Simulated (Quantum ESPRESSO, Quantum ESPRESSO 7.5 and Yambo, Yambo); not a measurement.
## Quasiparticle gap of Diamond (Fd-3m, 2 atoms a cell) in Yambo

How does a plane-wave GW calculation on Diamond (Fd-3m, 2 atoms a cell) run from the first input to the gap?

Method: PBE and many-body steps on it, plane waves, in Quantum ESPRESSO 7.5 and Yambo 5.3.0.

**What was measured.**

- Gap 5.5 eV: band gap, experimental literature value; bulk crystal (quoted in “Fermi level pinning by defects can explain the large reported carbon 1s binding energy variations in diamond”, 2019, arxiv:1902.02958).

- Gap 5.47 eV: experimental band gap used as input; bulk crystal (quoted in “Enhanced Electron Emission Performance and Air‐Surface Stability in ScO‐Terminated Diamond for Thermionic Energy Converters”, 2024, pmc:11600692).

### 1. The starting structure

It takes space group Fd-3m (No. 227, cubic). The conventional cell has a = 3.567 Å, b = 3.567 Å, c = 3.567 Å, α = 90.00°, β = 90.00°, γ = 90.00°. Nearest to C lie 4 C at 1.54 Å.

The cell and positions come from the Crystallography Open Database and are kept as given unless a step says otherwise.

### 2. Ground state

This step: Quantum ESPRESSO 7.5; DFT, PBE, plane waves, norm-conserving pseudopotentials.

The ground-state density comes first.

pw.in

```
&control
  calculation = 'scf'
  prefix = 'x'
  outdir = 'o'
  pseudo_dir = 'pseudo'
/
&system
  ibrav = 0
  nat = 2
  ntyp = 1
  ecutwfc = 74.0
  nbnd = 9
  force_symmorphic = .true.
/
&electrons
  conv_thr = 1e-10
  electron_maxstep = 80
  mixing_beta = 0.5
/
ATOMIC_SPECIES
  C 12.011 C.upf
CELL_PARAMETERS angstrom
  -0.0000000000 1.7833700000 1.7833700000
  1.7833700000 -0.0000000000 1.7833700000
  1.7833700000 1.7833700000 0.0000000000
ATOMIC_POSITIONS crystal
  C 0.0000000000 0.0000000000 0.0000000000
  C 0.2500000000 0.2500000000 0.2500000000
K_POINTS automatic
  10 10 10 0 0 0
```

Run with:

```sh
> OMP_NUM_THREADS=1 mpirun -n 8 pw.x -nk 8 -in pw.in > pw.out
```

Output:

```text
Program PWSCF v.7.5 starts

     This program is part of the open-source Quantum ESPRESSO suite
     for quantum simulation of materials; please cite
         "P. Giannozzi et al., J. Phys.:Condens. Matter 21 395502 (2009);
         "P. Giannozzi et al., J. Phys.:Condens. Matter 29 465901 (2017);
         "P. Giannozzi et al., J. Chem. Phys. 152 154105 (2020);
     in publications or presentations arising from this work. More details at
     Message from routine setup:
     using ibrav=0 with symmetry is DISCOURAGED, use correct ibrav instead

     G-vector sticks info

     bravais-lattice index     =            0
     lattice parameter (alat)  =       4.7660  a.u.
     unit-cell volume          =      76.5510 (a.u.)^3
     number of atoms/cell      =            2
     number of atomic types    =            1
     number of electrons       =         8.00
     number of Kohn-Sham states=            9
     kinetic-energy cutoff     =      74.0000  Ry
     charge density cutoff     =     296.0000  Ry
     scf convergence threshold =      1.0E-10
     mixing beta               =       0.5000
     number of iterations used =            8  plain     mixing
     Exchange-correlation= PBE
                           (   1   4   3   4   0   0   0)

     celldm(1)=   4.766014  celldm(2)=   0.000000  celldm(3)=   0.000000
     celldm(4)=   0.000000  celldm(5)=   0.000000  celldm(6)=   0.000000

     crystal axes: (cart. coord. in units of alat)
               a(1) = (  -0.000000   0.707107   0.707107 )
               a(2) = (   0.707107  -0.000000   0.707107 )
               a(3) = (   0.707107   0.707107   0.000000 )

     reciprocal axes: (cart. coord. in units 2 pi/alat)
               b(1) = ( -0.707107  0.707107  0.707107 )
               b(2) = (  0.707107 -0.707107  0.707107 )
               b(3) = (  0.707107  0.707107 -0.707107 )
     Pseudo is Norm-conserving + core correction, Zval =  4.0
     Generated using ONCVPSP code by D. R. Hamann
     Using radial grid of 1248 points,  4 beta functions with:
     C                 4.00    12.01100     C ( 1.00)

     24 Sym. Ops. (no inversion) found

   Cartesian axes

     site n.     atom                  positions (alat units)
         1        C      tau(   1) = (   0.0000000   0.0000000   0.0000000  )
         2        C      tau(   2) = (   0.3535534   0.3535534   0.3535534  )

     number of k points=    47
                       cart. coord. in units 2pi/alat
        k(    1) = (   0.0000000   0.0000000   0.0000000), wk =   0.0020000
        k(    2) = (   0.0707107   0.0707107  -0.0707107), wk =   0.0160000
        k(    3) = (   0.1414214   0.1414214  -0.1414214), wk =   0.0160000
        k(    4) = (   0.2121320   0.2121320  -0.2121320), wk =   0.0160000
        k(    5) = (   0.2828427   0.2828427  -0.2828427), wk =   0.0160000
        k(    6) = (  -0.3535534  -0.3535534   0.3535534), wk =   0.0080000
        k(    7) = (   0.1414214  -0.0000000   0.0000000), wk =   0.0120000
        k(    8) = (   0.2121320   0.0707107  -0.0707107), wk =   0.0480000
        k(    9) = (   0.2828427   0.1414214  -0.1414214), wk =   0.0480000
        k(   10) = (   0.3535534   0.2121320  -0.2121320), wk =   0.0480000
     [... 35 further rows ...]
        k(   46) = (  -0.0707107  -0.3535534   0.6363961), wk =   0.0480000
        k(   47) = (  -0.7071068   0.2828427   0.0000000), wk =   0.0240000

     Dense  grid:     6615 G-vectors     FFT dimensions: (  27,  27,  27)

     Initial potential from superposition of free atoms

     starting charge       7.9999, renormalised to       8.0000
     Starting wfcs are    8 randomized atomic wfcs +    1 random wfcs

     per-process dynamical memory:     8.3 Mb

     Self-consistent Calculation

     iteration #  1     ecut=    74.00 Ry     beta= 0.50

     total energy              =     -24.07578340 Ry
     estimated scf accuracy    <       0.11539603 Ry

     iteration #  2     ecut=    74.00 Ry     beta= 0.50

     total energy              =     -24.07376316 Ry
     estimated scf accuracy    <       0.01688858 Ry

     iteration #  3     ecut=    74.00 Ry     beta= 0.50

     total energy              =     -24.07527951 Ry
     estimated scf accuracy    <       0.00018064 Ry

     iteration #  4     ecut=    74.00 Ry     beta= 0.50

     total energy              =     -24.07530937 Ry
     estimated scf accuracy    <       0.00000626 Ry

     iteration #  5     ecut=    74.00 Ry     beta= 0.50

     total energy              =     -24.07531039 Ry
     estimated scf accuracy    <       0.00000022 Ry

     iteration #  6     ecut=    74.00 Ry     beta= 0.50

     total energy              =     -24.07531037 Ry
     estimated scf accuracy    <       0.00000008 Ry

     iteration #  7     ecut=    74.00 Ry     beta= 0.50

     total energy              =     -24.07531038 Ry
     estimated scf accuracy    <          6.1E-09 Ry

     iteration #  8     ecut=    74.00 Ry     beta= 0.50

     End of self-consistent calculation

          k = 0.0000 0.0000 0.0000 (   869 PWs)   bands (ev):

    -8.1303  13.3585  13.3585  13.3585  18.9841  18.9841  18.9841  26.6878
    32.6551

          k = 0.0707 0.0707-0.0707 (   845 PWs)   bands (ev):

    -7.8537  11.6837  12.9120  12.9120  19.5708  19.5708  19.9297  26.9242
    33.0996

          k = 0.1414 0.1414-0.1414 (   833 PWs)   bands (ev):

    -7.0288   8.4748  12.0326  12.0326  20.7046  20.7046  21.1406  27.5827
    33.8681

          k = 0.2121 0.2121-0.2121 (   827 PWs)   bands (ev):

     [... further k-points ...]

     highest occupied, lowest unoccupied level (ev):    13.3585   17.5877

!    total energy              =     -24.07531038 Ry
     estimated scf accuracy    <          1.2E-11 Ry

     The total energy is the sum of the following terms:
     one-electron contribution =       8.24760137 Ry
     hartree contribution      =       1.93188887 Ry
     xc contribution           =      -8.68011212 Ry
     ewald contribution        =     -25.57468850 Ry

     convergence has been achieved in   8 iterations

     XML data file, charge density, pseudopotentials, collected wavefunctions

=------------------------------------------------------------------------------=
   JOB DONE.
=------------------------------------------------------------------------------=
```

The job ended after 3.1 s (8 MPI ranks of Arm Neoverse V1, shared host; peak memory 0.3 GiB; 13 s of CPU time).

This step gave:

```
total energy               : -327.5613 eV
gap                        : 4.229 eV
k of the valence top       : 0, 0, 0
k of the conduction bottom : 0, 0.4, 0.4
least direct gap           : 5.626 eV
```

The gap is indirect, with the least direct gap 1.40 eV higher.

### 3. Bands along the symmetry lines

Levels along a band path, at the cheap level, show where the edges lie and whether the meshes to come will hold them.

pw.in

```
&control
  calculation = 'bands'
  prefix = 'x'
  outdir = 'o'
  pseudo_dir = 'pseudo'
/
&system
  ibrav = 0
  nat = 2
  ntyp = 1
  ecutwfc = 74.0
  nbnd = 10
  force_symmorphic = .true.
/
&electrons
  conv_thr = 1e-9
  electron_maxstep = 80
  diago_full_acc = .true.
  diago_thr_init = 5e-6
/
ATOMIC_SPECIES
  C 12.011 C.upf
CELL_PARAMETERS angstrom
  -0.0000000000 1.7833700000 1.7833700000
  1.7833700000 -0.0000000000 1.7833700000
  1.7833700000 1.7833700000 0.0000000000
ATOMIC_POSITIONS crystal
  C 0.0000000000 0.0000000000 0.0000000000
  C 0.2500000000 0.2500000000 0.2500000000
K_POINTS crystal
  50
  0.00000000 0.00000000 0.00000000 1
  0.06250000 0.00000000 0.06250000 1
  0.12500000 0.00000000 0.12500000 1
  0.18750000 0.00000000 0.18750000 1
  0.25000000 0.00000000 0.25000000 1
  0.31250000 0.00000000 0.31250000 1
  0.37500000 0.00000000 0.37500000 1
  0.43750000 0.00000000 0.43750000 1
  0.50000000 0.00000000 0.50000000 1
  0.51562500 0.03125000 0.51562500 1
  0.53125000 0.06250000 0.53125000 1
  0.54687500 0.09375000 0.54687500 1
  0.56250000 0.12500000 0.56250000 1
  0.57812500 0.15625000 0.57812500 1
  0.59375000 0.18750000 0.59375000 1
  0.60937500 0.21875000 0.60937500 1
  0.62500000 0.25000000 0.62500000 1
  0.37500000 0.37500000 0.75000000 1
  0.32812500 0.32812500 0.65625000 1
  0.28125000 0.28125000 0.56250000 1
  0.23437500 0.23437500 0.46875000 1
  0.18750000 0.18750000 0.37500000 1
  0.14062500 0.14062500 0.28125000 1
  0.09375000 0.09375000 0.18750000 1
  0.04687500 0.04687500 0.09375000 1
  0.00000000 0.00000000 0.00000000 1
  0.06250000 0.06250000 0.06250000 1
  0.12500000 0.12500000 0.12500000 1
  0.18750000 0.18750000 0.18750000 1
  0.25000000 0.25000000 0.25000000 1
  0.31250000 0.31250000 0.31250000 1
  0.37500000 0.37500000 0.37500000 1
  0.43750000 0.43750000 0.43750000 1
  0.50000000 0.50000000 0.50000000 1
  0.50000000 0.46875000 0.53125000 1
  0.50000000 0.43750000 0.56250000 1
  0.50000000 0.40625000 0.59375000 1
  0.50000000 0.37500000 0.62500000 1
  0.50000000 0.34375000 0.65625000 1
  0.50000000 0.31250000 0.68750000 1
  0.50000000 0.28125000 0.71875000 1
  0.50000000 0.25000000 0.75000000 1
  0.50000000 0.21875000 0.71875000 1
  0.50000000 0.18750000 0.68750000 1
  0.50000000 0.15625000 0.65625000 1
  0.50000000 0.12500000 0.62500000 1
  0.50000000 0.09375000 0.59375000 1
  0.50000000 0.06250000 0.56250000 1
  0.50000000 0.03125000 0.53125000 1
  0.50000000 0.00000000 0.50000000 1
```

Output:

```text
[banner, memory and clock lines left out]
Program PWSCF v.7.5 starts

     Atomic positions and unit cell read from directory:
     o/x.save/

     Message from routine setup:
     using ibrav=0 with symmetry is DISCOURAGED, use correct ibrav instead

     G-vector sticks info

     bravais-lattice index     =            0
     lattice parameter (alat)  =       4.7660  a.u.
     unit-cell volume          =      76.5510 (a.u.)^3
     number of atoms/cell      =            2
     number of atomic types    =            1
     number of electrons       =         8.00
     number of Kohn-Sham states=           10
     kinetic-energy cutoff     =      74.0000  Ry
     charge density cutoff     =     296.0000  Ry
     Exchange-correlation= PBE
                           (   1   4   3   4   0   0   0)

     celldm(1)=   4.766014  celldm(2)=   0.000000  celldm(3)=   0.000000
     celldm(4)=   0.000000  celldm(5)=   0.000000  celldm(6)=   0.000000

     crystal axes: (cart. coord. in units of alat)
               a(1) = (  -0.000000   0.707107   0.707107 )
               a(2) = (   0.707107  -0.000000   0.707107 )
               a(3) = (   0.707107   0.707107   0.000000 )

     reciprocal axes: (cart. coord. in units 2 pi/alat)
               b(1) = ( -0.707107  0.707107  0.707107 )
               b(2) = (  0.707107 -0.707107  0.707107 )
               b(3) = (  0.707107  0.707107 -0.707107 )
     Pseudo is Norm-conserving + core correction, Zval =  4.0
     Generated using ONCVPSP code by D. R. Hamann
     Using radial grid of 1248 points,  4 beta functions with:
     C                 4.00    12.01100     C ( 1.00)

     24 Sym. Ops. (no inversion) found

   Cartesian axes

     site n.     atom                  positions (alat units)
         1        C      tau(   1) = (   0.0000000   0.0000000   0.0000000  )
         2        C      tau(   2) = (   0.3535534   0.3535534   0.3535534  )

     number of k points=    50
                       cart. coord. in units 2pi/alat
        k(    1) = (   0.0000000   0.0000000   0.0000000), wk =   0.0400000
        k(    2) = (   0.0000000   0.0883883   0.0000000), wk =   0.0400000
        k(    3) = (   0.0000000   0.1767767   0.0000000), wk =   0.0400000
[...]
[... 38 further rows ...]
        k(   49) = (   0.0441942   0.7071068   0.0000000), wk =   0.0400000
        k(   50) = (   0.0000000   0.7071068   0.0000000), wk =   0.0400000

     Dense  grid:     6615 G-vectors     FFT dimensions: (  27,  27,  27)

     The potential is recalculated from file :
     o/x.save/charge-density

     Starting wfcs are    8 randomized atomic wfcs +    2 random wfcs

     Band Structure Calculation

     End of band structure calculation

          k = 0.0000 0.0000 0.0000 (   869 PWs)   bands (ev):

    -8.1303  13.3585  13.3585  13.3585  18.9841  18.9841  18.9841  26.6878
    32.6551  40.2185

          k = 0.0000 0.0884 0.0000 (   857 PWs)   bands (ev):

    -7.9862  12.8048  12.8048  13.0081  18.8721  19.6614  19.6614  26.7808
    32.9077  37.0016

          k = 0.0000 0.1768 0.0000 (   841 PWs)   bands (ev):

    -7.5547  11.6312  11.6312  12.0337  18.5779  21.2005  21.2005  26.6860
    33.5980  34.2423

          k = 0.0000 0.2652-0.0000 (   833 PWs)   bands (ev):

[...]
k =-0.0000 0.4419 0.0000 (   829 PWs)   bands (ev):

[...]
k = 0.0000 0.5303-0.0000 (   817 PWs)   bands (ev):

[...]
k =-0.0000 0.6187 0.0000 (   810 PWs)   bands (ev):

[...]
k = 0.5303 0.5303-0.0000 (   824 PWs)   bands (ev):

[...]
k = 0.1326 0.7071-0.0000 (   812 PWs)   bands (ev):

[...]
k = 0.0884 0.7071-0.0000 (   814 PWs)   bands (ev):

[...]
k = 0.0442 0.7071 0.0000 (   810 PWs)   bands (ev):

     0.6056   0.6056   6.9628   6.9628  18.3335  18.3335  30.1085  30.1085
    36.5032  36.5032

          k = 0.0000 0.7071 0.0000 (   806 PWs)   bands (ev):

     0.5824   0.5824   7.0431   7.0431  18.1846  18.1846  30.1783  30.1783
    36.5918  36.5918

     XML data file, pseudopotentials, collected wavefunctions
```

Elapsed: 1.2 s, on 8 MPI ranks; peak memory 0.05 GiB; 7.7 s of CPU time.

Numbers from this step:

```
gap                        : 4.190 eV
k of the valence top       : 0, 0, 0
k of the conduction bottom : 0.375, 0, 0.375
least direct gap           : 5.626 eV
```

The gap is 4.190 eV, −0.039 eV from the run before at this level.

Electronic bands along the path, in eV, zero at the top of the highest filled band; v1 is the highest filled band, c1 the lowest empty one:

```tsv
point	v4	v3	v2	v1	c1	c2	c3	c4
Γ	-21.49	0.00	0.00	0.00	5.63	5.63	5.63	13.33
halfway	-19.21	-4.52	-4.13	-4.13	4.49	10.32	11.62	11.62
X	-12.78	-12.78	-6.32	-6.32	4.83	4.83	16.82	16.82
halfway	-12.69	-12.52	-7.58	-6.08	5.06	6.73	16.13	16.47
U	-12.99	-11.74	-9.33	-5.38	5.74	10.80	14.39	15.64
jump to K	-12.99	-11.74	-9.33	-5.38	5.74	10.80	14.39	15.64
halfway	-18.93	-6.52	-5.57	-1.75	8.19	8.69	10.10	13.68
Γ	-21.49	0.00	0.00	0.00	5.63	5.63	5.63	13.33
halfway	-19.77	-6.60	-1.75	-1.75	7.83	7.83	8.19	14.64
L	-15.71	-13.39	-2.81	-2.81	8.52	8.52	8.89	15.71
halfway	-14.70	-12.38	-6.32	-4.70	8.36	9.50	13.08	14.89
W	-11.99	-11.99	-8.33	-8.33	10.68	10.68	12.35	12.35
halfway	-12.44	-12.44	-7.33	-7.33	6.93	6.93	15.58	15.58
X	-12.78	-12.78	-6.32	-6.32	4.83	4.83	16.82	16.82
```

The electronic bands as a text plot (rows in eV, shown from -8.0 to 10.2 only):

```
    9.8 |    +           +    +++                     ++ + +
    9.1 |                       +              +++++++ ++   +
    8.3 |       ++            +++++         +++++++++++
    7.5 |  ++           +   ++     ++      ++
    6.8 |         +    +   +     ++      ++                  +
    6.0 | +               +        +++  +                     +
    5.3 |++++      ++ ++++            ++                       ++
    4.5 |    ++++++++++
    3.7 |
    3.0 |
    2.2 |
    1.5 |
    0.7 |
    0.0 |**                        ******
   -0.8 | *                      **  *  ***
   -1.6 |  **                   *          **
   -2.3 |                     **   **    **  ***
   -3.1 |    *                                  *****
   -3.8 |     **            **   **                 **
   -4.6 |     **           *     **        *          *
   -5.3 |       **       **     *                    * *
   -6.1 |         *******                             *         *
   -6.9 |       **    *       ***           *           *     **
   -7.6 |              *                               * *   *
         Γ           X  U|K            Γ         L        W     X
```

(Continued in part 2 of 3.)

[Paths, hosts, dates, memory and timing lines, banners, echoed tables and standing remarks are left out of the program output.]

[Logs are printed without paths, hosts, clocks, repeated set-up lines and the standing remarks that a program may print on its own settings, such as how far it seeks lower states.]

[Runs of the session that timed out or met a known fault of the program may be left out.]

[Hosts, paths, dates, database ids (printed as entryN), source tags and the programs' standing remarks are cut or masked in the printed files.]
